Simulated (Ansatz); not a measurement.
# What BeAsPt (built on the BaAsPd structure) distorts into, part 2 of 3

Which phase does BeAsPt (built on the BaAsPd structure) fall into along its unstable mode, and how much energy does it gain?

Ansatz 0.2.0; DFT PBEsol, scalar-relativistic, plane waves, norm-conserving pseudopotentials.

So far, highest frequency on path, mesh or solved points (cm⁻¹): step 2 (the dispersion) 243. Also lowest frequency on the path (cm⁻¹): step 2 -231.

The structure was built from a prototype and need not be the compound's stable phase.

### 5. Energy along the mode, all amplitudes (two of the runs are shown above)

An imaginary frequency means negative curvature, so the energy should fall and then rise again as anharmonic terms take over.

This step gave:

| Item | Value |
| --- | --- |
| depth at the lowest point sampled | 45.25 meV/atom |
| largest atomic shift at that point | 0.32 Å |

Energy from the parent against largest atomic shift:

| largest atomic shift (Å) | energy from the parent (meV/atom) |
| --- | --- |
| 0.000 | 0 |
| 0.040 | -1.95 |
| 0.080 | -7.27 |
| 0.140 | -19.2 |
| 0.220 | -36.1 |
| 0.320 | -45.2 |
| 0.450 | -2.62 |
| 0.600 | 203 |

Displacement at unit largest shift by atom:

| atom | x (Å) | y (Å) | z (Å) | size |
| --- | --- | --- | --- | --- |
| Be1 | 0.00 | 1.00 | 0.00 | 1.00 |
| Be2 | 0.00 | -1.00 | 0.00 | 1.00 |
| As3 | 0.00 | 0.00 | 0.64 | 0.64 |
| As4 | 0.00 | 0.00 | -0.64 | 0.64 |
| Pt5 | 0.00 | 0.00 | -0.01 | 0.01 |
| Pt6 | 0.00 | 0.00 | 0.01 | 0.01 |

The lowest step is at 0.32 Å, 45.2 meV/atom below the parent, and the energy rises beyond it.

### 6. Relaxing from the distorted cell

Starting from the lowest point found, all atoms and the cell are let go, so that strain and other modes of the same symmetry can join in.

Contents of input.yaml:

```yaml
crystal:
  lattice:
    - [-4.2575090734, -3.7067e-06, 0.0]
    - [-2.1287513266, -3.6871128677, -2.7283165656]
    - [-2.1287513266, -3.6871128677, 2.7283165656]
  atoms:
    - { symbol: Be, position: [0.0433944081, 0.4566055919, 0.4566055919] }
    - { symbol: Be, position: [-0.0433944081, 1.0433944081, 1.0433944081] }
    - { symbol: As, position: [0.6666666667, 0.045968108, 0.6206985587] }
    - { symbol: As, position: [0.6666666667, 0.6206985587, 0.045968108] }
    - { symbol: Pt, position: [0.3333333333, 0.9174617867, 0.4158715466] }
    - { symbol: Pt, position: [0.3333333333, 0.4158715466, 0.9174617867] }
kpoints:
  mp_grid: { grid: [10, 10, 10] }
hamiltonian:
  xc: pbesol
  pseudopotentials: { kind: nc }
scf:
  occupations: { method: methfessel_paxton, width: 0.2 }
output:
  forces: true
  stress: true
  eigenvalues: true
relax:
  adjacent_minimum: "off"
  f_tol: 0.002
  max_steps: 120
  cell: { stress_tol: 0.03 }
```

Run with:

```bash
> ansatz run input.yaml --threads 8 --pin off --max-ram 14336MiB --backend cpu --events-out ev --progress --plain --runs-dir out
```

The program printed:

```text
[...]
Crystal: 6 atoms, lattice volume = 85.658 Å³
Basis set: ecut = 1197.300995 eV, 8027 PW (Γ), exchange–correlation on 100×120×120 points (8 copies of the dense FFT grid, shifted against one another)
Bands: 45, of which v1, the nominal top of the filled ones, is band 37 counted from 1 (36 counted from 0)
Symmetry: 4 space group operations
[...]
k-points: 171 of 1000 (time reversal used)
[...]
SCF iter   1: F=—  HF=-13628.213781 eV  |F-HF|=—  |Δ(HF+E_count)|=         —  Δρ=1.06e-1  dr2=1.33e1  ethr=3.10e-3  ⟨swp⟩=7.2  Hψ=33098  notcnv=0
[...]
SCF iter   8: F=-13625.690323 eV  HF=-13625.690323 eV  |F-HF|=6.01e-9  |Δ(HF+E_count)|=   3.95e-8  S|Δr|=    0.00e0  Δρ=3.43e-6  dr2=1.14e-8  ethr=1.35e-10  ⟨swp⟩=10.9  Hψ=35311  notcnv=0
SCF 1 converged in 8 iterations: F = -13625.690323 eV  dr2 = 1.14e-8
relax step   1: F+E_penalty+E_count = -13625.69032267 eV  Δ(F+E_penalty+E_count) = +0.000e0 eV  max|allowed force component| = 6.440e-1 eV/Å  Δτ_max = 0.0000 Å  P = +2.493 GPa  Ω = 85.658 Å³  (8 SCF iters, dr2 threshold 1.00e-7 eV, accepted)
Crystal: 6 atoms, lattice volume = 89.089 Å³
Basis set: ecut = 1197.300995 eV, 8413 PW (Γ), exchange–correlation on 100×120×120 points (8 copies of the dense FFT grid, shifted against one another)
[...]
iter 1 solved again at ethr=1.62e-4 eV; its pass at ethr=3.10e-3 eV (dr2=1.20e-1 eV) is discarded
[...]
SCF iter   7: F=-13625.833742 eV  HF=-13625.833742 eV  |F-HF|=4.43e-8  |Δ(HF+E_count)|=   3.56e-7  S|Δr|=    0.00e0  Δρ=1.22e-5  dr2=8.06e-8  ethr=8.11e-10  ⟨swp⟩=7.0  Hψ=33919  notcnv=0
SCF 2 converged in 7 iterations: F = -13625.833742 eV  dr2 = 8.06e-8
relax step   2: F+E_penalty+E_count = -13625.83374153 eV  Δ(F+E_penalty+E_count) = -1.434e-1 eV  max|allowed force component| = 4.413e-1 eV/Å  Δτ_max = 0.1922 Å  P = -2.424 GPa  Ω = 89.089 Å³  energy of the carried Pulay correction = -3.829e-4 eV  (7 SCF iters, dr2 threshold 6.00e-7 eV, accepted)
Crystal: 6 atoms, lattice volume = 88.941 Å³
Basis set: ecut = 1197.300995 eV, 8361 PW (Γ), exchange–correlation on 100×120×120 points (8 copies of the dense FFT grid, shifted against one another)
[...]
SCF iter   7: F=-13626.017001 eV  HF=-13626.017001 eV  |F-HF|=1.75e-8  |Δ(HF+E_count)|=   3.18e-7  S|Δr|=    0.00e0  Δρ=8.40e-6  dr2=6.26e-8  ethr=8.11e-10  ⟨swp⟩=7.1  Hψ=34769  notcnv=0
SCF 3 converged in 7 iterations: F = -13626.017001 eV  dr2 = 6.26e-8
relax step   3: F+E_penalty+E_count = -13626.01700070 eV  Δ(F+E_penalty+E_count) = -1.833e-1 eV  max|allowed force component| = 3.559e-1 eV/Å  Δτ_max = 0.1954 Å  P = -1.419 GPa  Ω = 88.941 Å³  energy of the carried Pulay correction = -3.667e-4 eV  (7 SCF iters, dr2 threshold 6.00e-7 eV, accepted)
[... from here on, the SCF cycles and remarks between the steps are left out ...]
relax step   4: F+E_penalty+E_count = -13626.18075416 eV  Δ(F+E_penalty+E_count) = -1.638e-1 eV  max|allowed force component| = 3.483e-1 eV/Å  Δτ_max = 0.1862 Å  P = +0.004 GPa  Ω = 88.204 Å³  energy of the carried Pulay correction = -2.855e-4 eV  (7 SCF iters, dr2 threshold 6.00e-7 eV, accepted)
relax step   5: F+E_penalty+E_count = -13626.24324604 eV  Δ(F+E_penalty+E_count) = -6.249e-2 eV  max|allowed force component| = 3.557e-1 eV/Å  Δτ_max = 0.0561 Å  P = +2.533 GPa  Ω = 86.137 Å³  energy of the carried Pulay correction = -5.439e-5 eV  (7 SCF iters, dr2 threshold 6.00e-7 eV, accepted)
relax step   6: F+E_penalty+E_count = -13626.39402185 eV  Δ(F+E_penalty+E_count) = -1.508e-1 eV  max|allowed force component| = 7.030e-1 eV/Å  Δτ_max = 0.1944 Å  P = +1.347 GPa  Ω = 85.964 Å³  energy of the carried Pulay correction = -3.476e-5 eV  (7 SCF iters, dr2 threshold 6.00e-7 eV, accepted)
relax step   7: F+E_penalty+E_count = -13626.58398888 eV  Δ(F+E_penalty+E_count) = -1.900e-1 eV  max|allowed force component| = 6.589e-1 eV/Å  Δτ_max = 0.1950 Å  P = +1.512 GPa  Ω = 85.936 Å³  energy of the carried Pulay correction = -3.157e-5 eV  (7 SCF iters, dr2 threshold 6.00e-7 eV, accepted)
relax step   8: F+E_penalty+E_count = -13626.74350898 eV  Δ(F+E_penalty+E_count) = -1.595e-1 eV  max|allowed force component| = 3.826e-1 eV/Å  Δτ_max = 0.1926 Å  P = +0.193 GPa  Ω = 87.224 Å³  energy of the carried Pulay correction = -1.766e-4 eV  (7 SCF iters, dr2 threshold 6.00e-7 eV, accepted)
relax step   9: F+E_penalty+E_count = -13626.79578108 eV  Δ(F+E_penalty+E_count) = -5.227e-2 eV  max|allowed force component| = 1.607e-1 eV/Å  Δτ_max = 0.2000 Å  P = +2.275 GPa  Ω = 87.541 Å³  energy of the carried Pulay correction = -2.120e-4 eV  (7 SCF iters, dr2 threshold 6.00e-7 eV, accepted)
relax step  10: F+E_penalty+E_count = -13626.77352424 eV  Δ(F+E_penalty+E_count) = +2.226e-2 eV  max|allowed force component| = 2.482e-1 eV/Å  Δτ_max = 0.0846 Å  P = -2.003 GPa  Ω = 89.985 Å³  energy of the carried Pulay correction = -4.804e-4 eV  (6 SCF iters, dr2 threshold 6.00e-7 eV, rejected (line search))
relax step  11: F+E_penalty+E_count = -13626.81148951 eV  Δ(F+E_penalty+E_count) = -1.571e-2 eV  max|allowed force component| = 3.364e-2 eV/Å  Δτ_max = 0.0348 Å  P = -0.034 GPa  Ω = 88.650 Å³  energy of the carried Pulay correction = -3.348e-4 eV  (10 SCF iters, accepted)
relax step  12: F+E_penalty+E_count = -13626.81076948 eV  Δ(F+E_penalty+E_count) = +7.200e-4 eV  max|allowed force component| = 4.956e-2 eV/Å  Δτ_max = 0.0104 Å  P = +0.446 GPa  Ω = 88.448 Å³  energy of the carried Pulay correction = -3.125e-4 eV  (6 SCF iters, dr2 threshold 1.16e-7 eV, rejected (line search))
relax step  13: F+E_penalty+E_count = -13626.81181909 eV  Δ(F+E_penalty+E_count) = -3.296e-4 eV  max|allowed force component| = 6.900e-3 eV/Å  Δτ_max = 0.0066 Å  P = -0.002 GPa  Ω = 88.702 Å³  energy of the carried Pulay correction = -3.404e-4 eV  (9 SCF iters, accepted)
relax step  14: F+E_penalty+E_count = -13626.81183269 eV  Δ(F+E_penalty+E_count) = -1.360e-5 eV  max|allowed force component| = 1.554e-3 eV/Å  Δτ_max = 0.0007 Å  P = +0.002 GPa  Ω = 88.698 Å³  energy of the carried Pulay correction = -3.400e-4 eV  (5 SCF iters, dr2 threshold 9.55e-9 eV, accepted)
relax step  15: F+E_penalty+E_count = -13626.89297484 eV  Δ(F+E_penalty+E_count) = -8.114e-2 eV  max|allowed force component| = 2.741e-3 eV/Å  Δτ_max = 0.0000 Å  P = +2.049 GPa  Ω = 88.698 Å³  stress off target by 5.36e0 GPa  SCF on the basis re-selected at this cell (its energy is not comparable with the rows above)  (8 SCF iters)
[...]
relax step  19: F+E_penalty+E_count = -13626.95848569 eV  Δ(F+E_penalty+E_count) = -3.146e-3 eV  max|allowed force component| = 2.224e-2 eV/Å  Δτ_max = 0.0364 Å  P = +0.138 GPa  Ω = 89.481 Å³  energy of the carried Pulay correction = -9.674e-5 eV  (6 SCF iters, dr2 threshold 5.06e-7 eV, accepted)
relax step  20: F+E_penalty+E_count = -13626.95944571 eV  Δ(F+E_penalty+E_count) = -9.600e-4 eV  max|allowed force component| = 1.463e-2 eV/Å  Δτ_max = 0.0423 Å  P = -0.116 GPa  Ω = 89.364 Å³  energy of the carried Pulay correction = -8.061e-5 eV  (7 SCF iters, dr2 threshold 7.81e-8 eV, accepted)
relax step  21: F+E_penalty+E_count = -13626.95998184 eV  Δ(F+E_penalty+E_count) = -5.361e-4 eV  max|allowed force component| = 8.061e-3 eV/Å  Δτ_max = 0.0328 Å  P = -0.032 GPa  Ω = 89.109 Å³  energy of the carried Pulay correction = -4.710e-5 eV  (6 SCF iters, dr2 threshold 1.77e-7 eV, accepted)
relax step  22: F+E_penalty+E_count = -13626.96022893 eV  Δ(F+E_penalty+E_count) = -2.471e-4 eV  max|allowed force component| = 3.569e-3 eV/Å  Δτ_max = 0.0325 Å  P = -0.075 GPa  Ω = 88.923 Å³  energy of the carried Pulay correction = -2.407e-5 eV  (7 SCF iters, dr2 threshold 4.59e-8 eV, accepted)
relax step  23: F+E_penalty+E_count = -13626.96026218 eV  Δ(F+E_penalty+E_count) = -3.325e-5 eV  max|allowed force component| = 3.024e-3 eV/Å  Δτ_max = 0.0088 Å  P = +0.016 GPa  Ω = 88.793 Å³  energy of the carried Pulay correction = -8.561e-6 eV  (6 SCF iters, dr2 threshold 2.08e-8 eV, accepted)
relax step  24: F+E_penalty+E_count = -13626.96026114 eV  Δ(F+E_penalty+E_count) = +1.045e-6 eV  max|allowed force component| = 1.727e-3 eV/Å  Δτ_max = 0.0019 Å  P = +0.007 GPa  Ω = 88.824 Å³  energy of the carried Pulay correction = -1.223e-5 eV  (6 SCF iters, dr2 threshold 5.71e-10 eV, accepted)
relax step  25: F+E_penalty+E_count = -13626.96213855 eV  Δ(F+E_penalty+E_count) = -1.877e-3 eV  max|allowed force component| = 1.747e-3 eV/Å  Δτ_max = 0.0000 Å  P = +0.096 GPa  Ω = 88.824 Å³  stress off target by 2.34e-1 GPa  SCF on the basis re-selected at this cell (its energy is not comparable with the rows above)  (5 SCF iters)
relax step  26: F+E_penalty+E_count = -13626.96261491 eV  Δ(F+E_penalty+E_count) = -4.764e-4 eV  max|allowed force component| = 1.659e-2 eV/Å  Δτ_max = 0.0308 Å  P = -0.122 GPa  Ω = 88.700 Å³  energy of the carried Pulay correction = +1.479e-5 eV  (6 SCF iters, dr2 threshold 1.36e-7 eV, accepted)
relax step  27: F+E_penalty+E_count = -13626.96266004 eV  Δ(F+E_penalty+E_count) = -4.514e-5 eV  max|allowed force component| = 2.534e-2 eV/Å  Δτ_max = 0.0447 Å  P = -0.050 GPa  Ω = 88.349 Å³  energy of the carried Pulay correction = +5.232e-5 eV  (6 SCF iters, dr2 threshold 1.43e-7 eV, accepted)
relax step  28: F+E_penalty+E_count = -13626.96288584 eV  Δ(F+E_penalty+E_count) = -2.258e-4 eV  max|allowed force component| = 2.492e-3 eV/Å  Δτ_max = 0.0157 Å  P = +0.002 GPa  Ω = 88.460 Å³  energy of the carried Pulay correction = +4.073e-5 eV  (6 SCF iters, dr2 threshold 4.01e-8 eV, accepted)
relax step  29: F+E_penalty+E_count = -13626.96289024 eV  Δ(F+E_penalty+E_count) = -4.403e-6 eV  max|allowed force component| = 5.783e-3 eV/Å  Δτ_max = 0.0036 Å  P = -0.014 GPa  Ω = 88.493 Å³  energy of the carried Pulay correction = +3.724e-5 eV  (7 SCF iters, dr2 threshold 3.88e-10 eV, accepted)
relax step  30: F+E_penalty+E_count = -13626.96289280 eV  Δ(F+E_penalty+E_count) = -2.559e-6 eV  max|allowed force component| = 2.178e-3 eV/Å  Δτ_max = 0.0024 Å  P = -0.009 GPa  Ω = 88.511 Å³  energy of the carried Pulay correction = +3.530e-5 eV  (6 SCF iters, dr2 threshold 2.09e-9 eV, accepted)
relax step  31: F+E_penalty+E_count = -13626.96289475 eV  Δ(F+E_penalty+E_count) = -1.948e-6 eV  max|allowed force component| = 2.966e-4 eV/Å  Δτ_max = 0.0006 Å  P = +0.008 GPa  Ω = 88.498 Å³  energy of the carried Pulay correction = +3.667e-5 eV  (6 SCF iters, dr2 threshold 2.97e-10 eV, accepted)
[...]
SCF iter   1: F=—  HF=-13626.962651 eV  |F-HF|=—  |Δ(HF+E_count)|=         —  Δρ=2.32e-5  dr2=2.15e-8  ethr=2.09e-7  ⟨swp⟩=3.0  Hψ=53543  notcnv=0
eigensolver tolerance schedule: the retry pair's looser diagonalisation over-reported the residual by 7177.50 of it (diagonalisation noise at 0.94 of the residual, at the tolerance the schedule requests for it); recorded, not acted on — ethr = c·dr2/N_el stays at c = 1.0e-1
SCF iter   2: F=—  HF=-13626.962863 eV  |F-HF|=—  |Δ(HF+E_count)|=   2.13e-4  S|Δr|=    0.00e0  Δρ=1.18e-5  dr2=5.37e-9  ethr=2.91e-11  ⟨swp⟩=3.1  Hψ=19443  notcnv=0
[...]
SCF iter   4: F=-13626.962863 eV  HF=-13626.962863 eV  |F-HF|=1.82e-12  |Δ(HF+E_count)|=  1.09e-11  S|Δr|=    0.00e0  Δρ=2.19e-7  dr2=1.24e-11  ethr=1.00e-12  ⟨swp⟩=7.7  Hψ=43260  notcnv=0
SCF 32 converged in 4 iterations: F = -13626.962863 eV  dr2 = 1.24e-11
relax step  32: F+E_penalty+E_count = -13626.96286346 eV  Δ(F+E_penalty+E_count) = +3.128e-5 eV  max|allowed force component| = 2.969e-4 eV/Å  Δτ_max = 0.0000 Å  P = +0.010 GPa  Ω = 88.498 Å³  stress off target by 1.23e-2 GPa  SCF on the basis re-selected at this cell (its energy is not comparable with the rows above)  (4 SCF iters)
basis re-selected at this cell: Δ(F+E_penalty+E_count) = +3.128e-5 eV, ΔP = +0.002 GPa vs the last step (what re-selecting the basis moved, of the pressure what is left beyond the Pulay correction that the steps carried, after the strain that the cell walked since its last selection, with what the two solves' SCF thresholds leave and, on support functions, any second-order correction that the steps lacked; it is no m [...]
SCF converged after 4 iterations
[...]
Free energy (F): -13626.962863 eV
[...]
Internal energy: -13626.963672 eV  (E = F + TS)
E sigma→0 (E₀):  -13626.963066 eV
Entropy (-TS):   0.000809 eV (0.135 meV/atom)
Fermi energy:    15.089691 eV
[...]
--- Forces (eV/Å), atoms counted from 1 ---
  atom   1  Be     0.00000000    -0.00029688     0.00000000
  atom   2  Be    -0.00000000     0.00029078     0.00000000
  atom   3  As     0.00000000    -0.00005628     0.00005727
  atom   4  As     0.00000000    -0.00005628    -0.00005727
  atom   5  Pt    -0.00000000     0.00005926    -0.00025688
  atom   6  Pt    -0.00000000     0.00005926     0.00025688
  max |Σ_I F_I| component: 1.30e-7 eV/Å
--- Stress (GPa, compression-positive) ---
        0.010364      -0.000000       0.000000
       -0.000000       0.012316       0.000000
        0.000000       0.000000       0.007426
  P = ⅓ Tr σ = 0.0100 GPa (0.100 kbar)
--- Band table (eV; the first three rows and the last of 171) ---
  k-point 0: bands = [... 33 lower, 12.8142, 13.0477, 14.0367, 15.9889, 16.1642, 16.8502, 17.4528, 18.5018, ... 4 higher]
  k-point 1: bands = [... 33 lower, 12.7699, 13.0599, 14.1009, 16.0697, 16.1248, 16.8094, 17.7287, 18.5572, ... 4 higher]
  k-point 2: bands = [... 33 lower, 12.6154, 13.1158, 14.3029, 15.9072, 16.5300, 16.7051, 17.9343, 18.3911, ... 4 higher]
  k-point 170: bands = [... 33 lower, 12.5404, 12.7450, 13.0541, 13.3468, 14.4561, 15.2667, 17.0864, 18.3544, ... 4 higher]
--- Relaxed structure (29 steps of the walk, 27 accepted, 3 SCFs on fresh bases) ---
  F+E_penalty+E_count = -13626.96286346 eV   max|allowed force component| = 2.969e-4 eV/Å   (the final SCF, on the basis selected at the relaxed cell)
  cell:  # Å, volume = 88.4976 Å³
    - [-3.484756, -3.033922e-6, 0.0]
    - [-1.742374, -4.587907, -2.767672]
    - [-1.742374, -4.587907, 2.767672]
  atoms:
    - { symbol: Be, position: [-0.038377, 0.538377, 0.538377] }
    - { symbol: Be, position: [-0.048849, 1.048849, 1.048849] }
    - { symbol: As, position: [0.664764, 0.058334, 0.612139] }
    - { symbol: As, position: [0.664764, 0.612139, 0.058334] }
    - { symbol: Pt, position: [0.378849, 0.869272, 0.373029] }
    - { symbol: Pt, position: [0.378849, 0.373029, 0.869272] }
```

The job ended after 4.7 min (8 threads of AMD EPYC 9R45, shared host; peak memory 2.4 GiB; 36 min of CPU time).

Step by step (22 of 32):

| step | energy less that of the first step (eV) | largest force component (eV/Å) | pressure (GPa) | volume (Å³) |
| --- | --- | --- | --- | --- |
| 1 | 0.0000 | 0.6440 | 2.49 | 85.66 |
| 2 | -0.1434 | 0.4413 | -2.42 | 89.09 |
| 4 | -0.4904 | 0.3483 | 0.00 | 88.20 |
| 5 | -0.5529 | 0.3557 | 2.53 | 86.14 |
| 7 | -0.8937 | 0.6589 | 1.51 | 85.94 |
| 8 | -1.0532 | 0.3826 | 0.19 | 87.22 |
| 10 | -1.0832 | 0.2482 | -2.00 | 89.99 |
| 11 | -1.1212 | 0.0336 | -0.03 | 88.65 |
| 13 | -1.1215 | 0.0069 | 0.00 | 88.70 |
| 14 | -1.1215 | 0.0016 | 0.00 | 88.70 |
| 16 | -1.2382 | 0.0775 | 1.11 | 89.38 |
| 17 | -1.2573 | 0.1339 | -0.78 | 90.43 |
| 19 | -1.2682 | 0.0222 | 0.14 | 89.48 |
| 20 | -1.2691 | 0.0146 | -0.12 | 89.36 |
| 22 | -1.2699 | 0.0036 | -0.08 | 88.92 |
| 23 | -1.2699 | 0.0030 | 0.02 | 88.79 |
| 25* | -1.2718 | 0.0017 | 0.10 | 88.82 |
| 26 | -1.2723 | 0.0166 | -0.12 | 88.70 |
| 28 | -1.2726 | 0.0025 | 0.00 | 88.46 |
| 29 | -1.2726 | 0.0058 | -0.01 | 88.49 |
| 31 | -1.2726 | 0.0003 | 0.01 | 88.50 |
| 32* | -1.2725 | 0.0003 | 0.01 | 88.50 |

Relaxation steps marked * repeat the geometry before them on a plane-wave basis chosen anew for their cell, so energy and pressure can jump there. Other such steps can lie between the rows shown. Relaxation steps 10, 12 were tried and not accepted.

Forces are held to the 4 operations that the program found; a distortion that breaks them can't arise in this run.

| cell as run | before | after | change |
| --- | --- | --- | --- |
| a (Å) | 4.258 | 3.485 | -18.2 % |
| b (Å) | 5.057 | 5.634 | +11.4 % |
| c (Å) | 5.057 | 5.634 | +11.4 % |
| α (°) | 65.31 | 58.84 | -9.9 % |
| β (°) | 65.10 | 71.99 | +10.6 % |
| γ (°) | 65.10 | 71.99 | +10.6 % |
| volume (Å³/atom) | 14.28 | 14.75 | +3.3 % |

The atoms that moved most (Å, as changes of fractional coordinates times the final cell):

| atom | dx | dy | dz | length |
| --- | --- | --- | --- | --- |
| Be1 | 0.000 | -0.750 | 0.000 | 0.750 |
| Pt5 | 0.000 | 0.418 | 0.015 | 0.418 |
| Pt6 | 0.000 | 0.418 | -0.015 | 0.418 |
| As4 | 0.000 | -0.017 | 0.058 | 0.060 |
| As3 | 0.000 | -0.017 | -0.058 | 0.060 |
| Be2 | 0.000 | -0.050 | 0.000 | 0.050 |

The relaxed structure:

```xyz
6
Lattice="-3.4848 0.0000 0.0000 -1.7424 -4.5879 -2.7677 -1.7424 -4.5879 2.7677" Properties=species:S:1:pos:R:3 pbc="T T T"
Be   -1.7424   -4.9400    0.0000
Be   -3.4847   -9.6240    0.0000
As   -3.4848   -3.0761    1.5327
As   -3.4848   -3.0761   -1.5327
Pt   -3.4848   -5.6996   -1.3734
Pt   -3.4848   -5.6996    1.3734
```

This step gave:

| Property | Result |
| --- | --- |
| pressure | 0.01004 GPa |
| volume per atom | 14.75 Å³ |

The distorted start has space group Imm2; the relaxation ends in Imm2.

[end of part 2 of 3]

[Long decimals in the printed logs are rounded to 6 places.]

[Logs are printed without paths, hosts, clocks, repeated set-up lines and the standing remarks that a program may print on its own settings, such as how far it seeks lower states.]

[Hosts, paths, dates, database ids (printed as entryN), source tags and the programs' standing remarks are cut or masked in the printed files.]

[Where the starting crystal was built by hand or by swapping elements, it need not be the compound's stable phase.]
